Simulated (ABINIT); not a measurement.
**LiCl (Fm-3m): a self-consistent loop beyond G0W0, cycle by cycle**

Aim: iterate the self-energy on LiCl (Fm-3m) and follow the gap from cycle to cycle.

Calculated with ABINIT 10.8.3; PBE and many-body steps on it, plane waves.

## 1. The structure

The structure is cubic, space group Fm-3m (No. 225). The conventional cell has a = 5.143 Å, b = 5.143 Å, c = 5.143 Å, α = 90.00°, β = 90.00°, γ = 90.00°. Nearest to Li lie 6 Cl at 2.57 Å. Cl has 6 Li at 2.57 Å nearest. Farther neighbours and most contacts between anions are not listed.

The cell and positions come from the Crystallography Open Database and are kept as given unless a step says otherwise.

## 2. Empty states on the mesh, 4×4×4 mesh, 264 bands

This step: ABINIT 10.8.3; DFT, PBE, plane waves, norm-conserving pseudopotentials.

The sums over transitions need many empty states on a uniform mesh; this step solves for them.

File run.abi:

```
acell 3*1.0 Angstrom
rprim 
  0.000000000000 2.571500000000 2.571500000000
  2.571500000000 0.000000000000 2.571500000000
  2.571500000000 2.571500000000 -0.000000000000
ntypat 2
znucl 3 17
natom 2
typat 1 2
xred 
  0.000000000000 0.000000000000 0.000000000000
  0.500000000000 0.500000000000 0.500000000000
pp_dirpath "pseudos"
pseudos "Li.upf, Cl.upf"
ecut 33
ngkpt 4 4 4
nshiftk 1
shiftk 0 0 0
kptopt 1
chksymbreak 0
irdden 1
istwfk *1
nband 264
prtvol 0
optdriver 6
gwr_task "HDIAGO"
paral_kgb 0
occopt 1
indata_prefix "in"
outdata_prefix "out"
tmpdata_prefix "tmp"
```

On the command line:

```bash
$ OMP_NUM_THREADS=1 mpirun -n 4 abinit run.abi > log
```

The program printed:

```text
.Version 10.8.3 of ABINIT. v10.8.2 released Aug 2026.

 Symmetries : space group Fm -3 m (#225); Bravais cF (face-center cubic)
[... echo of the input left out ...]
== DATASET  1 ==================================================================
-   mpi_nproc: 4, omp_nthreads: 1 (-1 if OMP is not activated)

--- !DatasetInfo
iteration_state: {dtset: 1, }
dimensions: {natom: 2, nkpt: 8, mband: 264, nsppol: 1, nspinor: 1, nspden: 1, mpw: 2120, }
cutoff_energies: {ecut:  33.0, pawecutdg:  -1.0, }
[...]
Direct band gap semiconductor
 Fundamental gap:     6.285 (eV)
   VBM:     0.193 (eV) at k: [ 0.0000E+00,  0.0000E+00,  0.0000E+00]
   CBM:     6.477 (eV) at k: [ 0.0000E+00,  0.0000E+00,  0.0000E+00]
 Direct gap:         6.285 (eV) at k: [ 0.0000E+00,  0.0000E+00,  0.0000E+00]

== END DATASET(S) ==============================================================
================================================================================

 -outvars: echo values of variables after computation  --------
           etotal      0.0000000000E+00
            nband         264
             nkpt           8
          spgroup         225
 [... the other variables as echoed above ...]

 Calculation completed.
```

Wall time 28 s (4 MPI ranks of Intel Xeon Platinum 8259CL at 2.50GHz (Skylake/Cascade Lake), shared host); peak memory 1.2 GiB.

Numbers from this step:

* gap: 6.285 eV
* k of the valence top: 0, 0, 0
* k of the conduction bottom: 0, 0, 0
* least direct gap: 6.285 eV
* k points computed: 8
* lowest point of the top converged band, above the valence top: 200.1605 eV

On this mesh the gap is 6.285 eV.

The density comes from a self-consistent run that is not shown.

## 3. Screening, 4×4×4 mesh, 256 bands, screening to 261.2 eV

The RPA dielectric matrix is built and inverted for each q.

This step: RPA screening on PBE, plane waves, norm-conserving pseudopotentials.

Edit run.abi of step 2 so:

```diff
@@ -20,10 +20,11 @@
 chksymbreak 0
-irdden 1
 istwfk *1
-nband 264
-prtvol 0
-optdriver 6
-gwr_task "HDIAGO"
-paral_kgb 0
 occopt 1
+irdwfk 1
+optdriver 3
+nband 256
+ecuteps 9.6
+inclvkb 2
+awtr 1
+symchi 1
 indata_prefix "in"
```

The program printed:

```text
.Version 10.8.3 of ABINIT. v10.8.2 released Aug 2026.

 Symmetries : space group Fm -3 m (#225); Bravais cF (face-center cubic)
[... echo of the input left out ...]
== DATASET  1 ==================================================================
-   mpi_nproc: 4, omp_nthreads: 1 (-1 if OMP is not activated)

--- !DatasetInfo
iteration_state: {dtset: 1, }
dimensions: {natom: 2, nkpt: 8, mband: 256, nsppol: 1, nspinor: 1, nspden: 1, mpw: 2120, }
cutoff_energies: {ecut:  33.0, pawecutdg:  -1.0, }
electrons: {nelect:   1.00000000E+01, charge:   0.00000000E+00, occopt:   1.00000000E+00, tsmear:   1.00000000E-02, }

 SCREENING: Calculation of the susceptibility and dielectric matrices

 Based on a program developped by R.W. Godby, V. Olevano, G. Onida, and L. Reining.
 Incorporated in ABINIT by V. Olevano, G.-M. Rignanese, and M. Torrent.
.Using double precision arithmetic ; gwpc =  8

[... cell and pseudopotentials left out ...]
--------------------------------------------------------------------------------

 ==== K-mesh for the wavefunctions ====
 Number of points in the irreducible wedge :     8
[... list of points left out ...]
 Together with 48 symmetry operations and time-reversal symmetry
 yields    64 points in the full Brillouin Zone.

 ==== Q-mesh for the screening function ====
 Number of points in the irreducible wedge :     8
[... list of points left out ...]
 Together with 48 symmetry operations and time-reversal symmetry
 yields    64 points in the full Brillouin Zone.

 setmesh: FFT mesh size selected  =    27x   27x   27
          total number of points  =        19683

 vcoul_init : cutoff-mode = AUXILIARY_FUNCTION
 q-points for optical limit:   1
     1)      0.000010    0.000020    0.000030

- screening: taking advantage of time-reversal symmetry
- Maximum band index for partially occupied states nbvw = 5
- Remaining bands to be divided among processors   nbcw = 251
- Number of bands treated by each node ~62

 Number of electrons calculated from density =   10.0000; Expected =   10.0000
 average of density, n =  0.043573
 r_s =    1.7629
 omega_plasma =   20.1355 [eV]

 calculating chi0 at frequencies [eV] :
  1    0.000000E+00    0.000000E+00
  2    0.000000E+00    2.013550E+01

--------------------------------------------------------------------------------
  q-point number  1        q = ( 0.000000, 0.000000, 0.000000) [r.l.u.]
--------------------------------------------------------------------------------
[... chi0 elements left out ...]
 For q-point:  0.000010 0.000020 0.000030
  dielectric constant =   2.8368
  dielectric constant without local fields =   3.3398

  Average fulfillment of the sum rule on Im[epsilon] for q-point    1 :     91.76  [%]
[... wings left out ...]
  q-point number  2        q = ( 0.250000, 0.000000, 0.000000) [r.l.u.]
--------------------------------------------------------------------------------
[... chi0 elements left out ...]
  Average fulfillment of the sum rule on Im[epsilon] for q-point    2 :     93.43  [%]

 [... 6 further q-points ...]
```

Run time: 87 s. Hardware: 4 MPI ranks; peak memory 1.1 GiB; 5.8 min of CPU time.

Numbers from this step:

* ε∞ with local fields, on this mesh, along the program's q direction: 2.837
* the same without local fields: 3.340
* plasma frequency: 20.14 eV
* plane waves in the screening matrix: 331

Local fields lower ε∞ by 15 %. On a Γ-centred mesh this coarse the value itself is usually too large, while a short band sum pulls it down.

## 4. G0W0

The self-energy is evaluated for the states that the input lists, and the levels follow from it, in one-shot runs by the linearised quasiparticle equation.

This step: G0W0 on PBE, plane waves, norm-conserving pseudopotentials.

Edit run.abi of step 3 so:

```diff
@@ -23,8 +23,15 @@
 irdwfk 1
-optdriver 3
+optdriver 4
 nband 256
+gwcalctyp 0
+ecutsigx 33
+symsigma 1
+nkptgw 1
+kptgw 
+  0.0000000000 0.0000000000 0.0000000000
+bdgw 
+  3 9
 ecuteps 9.6
-inclvkb 2
-awtr 1
-symchi 1
+irdscr 1
+ppmodel 1
 indata_prefix "in"
```

The program printed:

```text
.Version 10.8.3 of ABINIT. v10.8.2 released Aug 2026.

 Symmetries : space group Fm -3 m (#225); Bravais cF (face-center cubic)
[... echo of the input left out ...]
== DATASET  1 ==================================================================
-   mpi_nproc: 4, omp_nthreads: 1 (-1 if OMP is not activated)

--- !DatasetInfo
iteration_state: {dtset: 1, }
dimensions: {natom: 2, nkpt: 8, mband: 256, nsppol: 1, nspinor: 1, nspden: 1, mpw: 2120, }
cutoff_energies: {ecut:  33.0, pawecutdg:  -1.0, }
electrons: {nelect:   1.00000000E+01, charge:   0.00000000E+00, occopt:   1.00000000E+00, tsmear:   1.00000000E-02, }

 SIGMA: Calculation of the GW corrections

 Based on a program developped by R.W. Godby, V. Olevano, G. Onida, and L. Reining.
 Incorporated in ABINIT by V. Olevano, G.-M. Rignanese, and M. Torrent.
.Using double precision arithmetic ; gwpc =  8

[... cell and pseudopotentials left out ...]
--------------------------------------------------------------------------------

 ==== K-mesh for the wavefunctions ====
 Number of points in the irreducible wedge :     8
[... list of points left out ...]
 Together with 48 symmetry operations and time-reversal symmetry
 yields    64 points in the full Brillouin Zone.

 ==== Q-mesh for screening function ====
 Number of points in the irreducible wedge :     8
[... list of points left out ...]
 Together with 48 symmetry operations and time-reversal symmetry
 yields    64 points in the full Brillouin Zone.

 vcoul_init : cutoff-mode = AUXILIARY_FUNCTION
 q-points for optical limit:   1
     1)      0.000010    0.000020    0.000030
 setmesh: FFT mesh size selected  =    36x   36x   36
          total number of points  =        46656

 Number of electrons calculated from density =   10.0000; Expected =   10.0000
 average of density, n =  0.043573
 r_s =    1.7629
 omega_plasma =   20.1355 [eV]

 === KS Band Gaps ===
  >>>> For spin  1
   Minimum direct gap =   6.2845 [eV], located at k-point      :   0.0000  0.0000  0.0000
   Fundamental gap    =   6.2845 [eV], Top of valence bands at :   0.0000  0.0000  0.0000
                                       Bottom of conduction at :   0.0000  0.0000  0.0000
 SIGMA fundamental parameters:
 PLASMON POLE MODEL  1
 number of plane-waves for SigmaX                 2085
 number of plane-waves for SigmaC and W            331
 number of plane-waves for wavefunctions          2085
 number of bands                                   256
 number of independent spin polarizations            1
 number of spinorial components                      1
 number of k-points in IBZ                           8
 number of q-points in IBZ                           8
 number of symmetry operations                      48
 number of k-points in BZ                           64
 number of q-points in BZ                           64
 number of frequencies for dSigma/dE                 9
 frequency step for dSigma/dE [eV]                0.25
 number of omega for Sigma on real axis              0
 max omega for Sigma on real axis  [eV]           0.00
 zcut for avoiding poles [eV]                     0.10

 EPSILON^-1 parameters (SCR file):
 dimension of the eps^-1 matrix on file            331
 dimension of the eps^-1 matrix used               331
 number of plane-waves for wavefunctions          2085
 number of bands                                   256
 number of q-points in IBZ                           8
 number of frequencies                               2
 number of real frequencies                          1
 number of imag frequencies                          1

 matrix elements of self-energy operator (all in [eV])

 Perturbative Calculation

--- !SelfEnergy_ee
iteration_state: {dtset: 1, }
kpoint     : [   0.000,    0.000,    0.000, ]
spin       : 1
KS_gap     :    6.285
QP_gap     :    9.015
Delta_QP_KS:    2.731
data: !SigmaeeData |
     Band     E0 <VxcDFT>   SigX SigC(E0)      Z dSigC/dE  Sig(E)    E-E0       E
        3   0.193 -14.695 -18.988   1.775   0.802  -0.247 -16.714  -2.019  -1.826
        4   0.193 -14.695 -18.988   1.775   0.802  -0.247 -16.714  -2.019  -1.826
        5   0.193 -14.695 -18.988   1.775   0.802  -0.247 -16.714  -2.019  -1.826
        6   6.477  -9.166  -4.665  -3.659   0.846  -0.182  -8.454   0.712   7.189
        7  11.985  -9.604  -4.344  -3.844   0.841  -0.189  -8.413   1.191  13.176
        8  11.985  -9.604  -4.344  -3.844   0.841  -0.189  -8.413   1.191  13.176
        9  11.985  -9.604  -4.344  -3.844   0.841  -0.189  -8.413   1.191  13.176

== END DATASET(S) ==============================================================
================================================================================

 -outvars: echo values of variables after computation  --------
           etotal      0.0000000000E+00
            nband         256
             nkpt           8
          spgroup         225
 [... the other variables as echoed above ...]

 Calculation completed.
```

It took 49 s on 4 MPI ranks; peak memory 1.2 GiB.

Numbers from this step:

```
G0W0 gap on the points computed              : 9.015 eV
starting gap on the mesh                     : 6.285 eV
k of the valence top                         : 0, 0, 0
k of the conduction bottom                   : 0, 0, 0
Z at the valence top                         : 0.802
Z at the conduction bottom                   : 0.846
least direct G0W0 gap on the computed points : 9.015 eV
```

The gap on the mesh goes from 6.28 eV to 9.02 eV, a correction of +2.73 eV.

## 5. evGW0, cycle 1

This step: evGW0 on PBE, plane waves, norm-conserving pseudopotentials.

Edit run.abi of step 4 so:

```diff
@@ -25,10 +25,24 @@
 nband 256
-gwcalctyp 0
+gwcalctyp 10
 ecutsigx 33
 symsigma 1
-nkptgw 1
+nkptgw 8
 kptgw 
   0.0000000000 0.0000000000 0.0000000000
+  0.2500000000 0.0000000000 0.0000000000
+  0.5000000000 0.0000000000 0.0000000000
+  0.2500000000 0.2500000000 0.0000000000
+  0.5000000000 0.2500000000 0.0000000000
+  -0.2500000000 0.2500000000 0.0000000000
+  0.5000000000 0.5000000000 0.0000000000
+  -0.2500000000 0.5000000000 0.2500000000
 bdgw 
-  3 9
+  1 11
+  1 11
+  1 11
+  1 11
+  1 11
+  1 11
+  1 11
+  1 11
 ecuteps 9.6
```

The program printed:

```text
.Version 10.8.3 of ABINIT. v10.8.2 released Aug 2026.

 Symmetries : space group Fm -3 m (#225); Bravais cF (face-center cubic)
[... echo of the input left out ...]
== DATASET  1 ==================================================================
-   mpi_nproc: 4, omp_nthreads: 1 (-1 if OMP is not activated)

--- !DatasetInfo
iteration_state: {dtset: 1, }
dimensions: {natom: 2, nkpt: 8, mband: 256, nsppol: 1, nspinor: 1, nspden: 1, mpw: 2120, }
cutoff_energies: {ecut:  33.0, pawecutdg:  -1.0, }
electrons: {nelect:   1.00000000E+01, charge:   0.00000000E+00, occopt:   1.00000000E+00, tsmear:   1.00000000E-02, }

 SIGMA: Calculation of the GW corrections

 Based on a program developped by R.W. Godby, V. Olevano, G. Onida, and L. Reining.
 Incorporated in ABINIT by V. Olevano, G.-M. Rignanese, and M. Torrent.
.Using double precision arithmetic ; gwpc =  8

[... cell and pseudopotentials left out ...]
--------------------------------------------------------------------------------

 ==== K-mesh for the wavefunctions ====
 Number of points in the irreducible wedge :     8
[... list of points left out ...]
 Together with 48 symmetry operations and time-reversal symmetry
 yields    64 points in the full Brillouin Zone.

 ==== Q-mesh for screening function ====
 Number of points in the irreducible wedge :     8
[... list of points left out ...]
 Together with 48 symmetry operations and time-reversal symmetry
 yields    64 points in the full Brillouin Zone.

 vcoul_init : cutoff-mode = AUXILIARY_FUNCTION
 q-points for optical limit:   1
     1)      0.000010    0.000020    0.000030
 setmesh: FFT mesh size selected  =    36x   36x   36
          total number of points  =        46656

 Number of electrons calculated from density =   10.0000; Expected =   10.0000
[...]
QP_gap     :   12.047
Delta_QP_KS:    3.147
data: !SigmaeeData |
     Band     E_DFT   <VxcDFT>   E(N-1)  <Hhartree>   SigX  SigC[E(N-1)]    Z     dSigC/dE  Sig[E(N)]  DeltaE  E(N)_pert E(N)_diago
[...]
--- !SelfEnergy_ee
iteration_state: {dtset: 1, }
kpoint     : [  -0.250,    0.500,    0.250, ]
spin       : 1
KS_gap     :   10.504
QP_gap     :   13.732
Delta_QP_KS:    3.228
data: !SigmaeeData |
     Band     E_DFT   <VxcDFT>   E(N-1)  <Hhartree>   SigX  SigC[E(N-1)]    Z     dSigC/dE  Sig[E(N)]  DeltaE  E(N)_pert E(N)_diago
[...]
10    16.003    -9.496    16.003    25.498    -3.381    -4.704     0.812    -0.232    -8.350     1.145    17.148    17.413
       11    16.003    -9.496    16.003    25.498    -3.381    -4.704     0.812    -0.232    -8.350     1.145    17.148    17.413

 New Fermi energy :        9.174269E-02 Ha ,    2.496446E+00 eV
 New Exchange energy :    -4.366556E+00 Ha ,   -1.188201E+02 eV

 === QP Band Gaps ===
  >>>> For spin  1
   Minimum direct gap =   9.6439 [eV], located at k-point      :   0.0000  0.0000  0.0000
   Fundamental gap    =   9.6439 [eV], Top of valence bands at :   0.0000  0.0000  0.0000
                                       Bottom of conduction at :   0.0000  0.0000  0.0000

 writing QP data on file : out_QPS

 Convergence of QP corrections
 >>>>> For spin  1 <<<<<
.  kptgw no:  1; Maximum DeltaE = (  -7.554   0.024) for band index:  1
.  kptgw no:  2; Maximum DeltaE = (  -7.481   0.025) for band index:  1
.  kptgw no:  3; Maximum DeltaE = (  -7.535   0.010) for band index:  1
[...]
.  kptgw no:  7; Maximum DeltaE = (  -7.531   0.018) for band index:  1
.  kptgw no:  8; Maximum DeltaE = (  -7.517   0.028) for band index:  1

== END DATASET(S) ==============================================================
================================================================================

 -outvars: echo values of variables after computation  --------
           etotal      0.0000000000E+00
            nband         256
             nkpt           8
          spgroup         225
 [... the other variables as echoed above ...]

 Calculation completed.
```

Run time: 15 min. Hardware: 4 MPI ranks; peak memory 1.4 GiB.

Numbers from this step:

| Item | Value |
| --- | --- |
| quasiparticle gap on the mesh | 9.644 eV |
| gap of the density functional on the mesh | 6.285 eV |
| k of the valence top | 0, 0, 0 |
| k of the conduction bottom | 0, 0, 0 |
| Z at the valence top | 0.802 |
| Z at the conduction bottom | 0.846 |
| least direct quasiparticle gap on the computed points | 9.644 eV |

Against G0W0 in ABINIT (4×4×4 mesh, 256 bands, screening to 261.2 eV, Godby-Needs plasmon pole), the gap moves by +0.629 eV. This first cycle still uses the starting levels; it takes the full correction, at all points of the mesh, and its linearised value is 9.015 eV.

## 6. evGW0, cycle 2

The corrected levels of the last cycle go back in.

Edit run.abi of step 5 so:

```diff
@@ -50,2 +50,3 @@
 ppmodel 1
+irdqps 1
 indata_prefix "in"
```

The program printed:

```text
.Version 10.8.3 of ABINIT. v10.8.2 released Aug 2026.

 Symmetries : space group Fm -3 m (#225); Bravais cF (face-center cubic)
[... echo of the input left out ...]
== DATASET  1 ==================================================================
-   mpi_nproc: 4, omp_nthreads: 1 (-1 if OMP is not activated)

--- !DatasetInfo
iteration_state: {dtset: 1, }
dimensions: {natom: 2, nkpt: 8, mband: 256, nsppol: 1, nspinor: 1, nspden: 1, mpw: 2120, }
cutoff_energies: {ecut:  33.0, pawecutdg:  -1.0, }
[...]
.  kptgw no:  3; Maximum DeltaE = (   0.368   0.149) for band index:  2
[...]
.  kptgw no:  7; Maximum DeltaE = (  -0.251   0.016) for band index: 11
.  kptgw no:  8; Maximum DeltaE = (  -0.192  -0.007) for band index:  2

== END DATASET(S) ==============================================================
================================================================================

 -outvars: echo values of variables after computation  --------
           etotal      0.0000000000E+00
            nband         256
             nkpt           8
          spgroup         225
 [... the other variables as echoed above ...]

 Calculation completed.
```

It took 13 min on 4 MPI ranks; peak memory 1.4 GiB; 53 min of CPU time.

Numbers from this step:

```
quasiparticle gap on the mesh                         : 9.435 eV
gap of the density functional on the mesh             : 6.285 eV
k of the valence top                                  : 0, 0, 0
k of the conduction bottom                            : 0, 0, 0
least direct quasiparticle gap on the computed points : 9.435 eV
```

Against the cycle before, the gap moves by −0.209 eV.

(Part 1 of 3 ends here.)

[Paths, hosts, dates, memory and timing lines, banners, echoed tables and standing remarks are left out of the program output.]

[Logs are printed without paths, hosts, clocks, repeated set-up lines and the standing remarks that a program may print on its own settings, such as how far it seeks lower states.]

[Runs of the session that timed out or met a known fault of the program may be left out.]

[Hosts, paths, dates, database ids (printed as entryN), source tags and the programs' standing remarks are cut or masked in the printed files.]

[G0W0 gaps are taken among the corrected bands and points alone; a level outside them can change the order at an edge.]

[Where Ansatz stands beside ABINIT at settings called matched, ABINIT's density can come from a denser mesh and the files from another edition; pairs whose starting gaps differed by over 0.03 eV were left out, so agreement reads better than it is.]
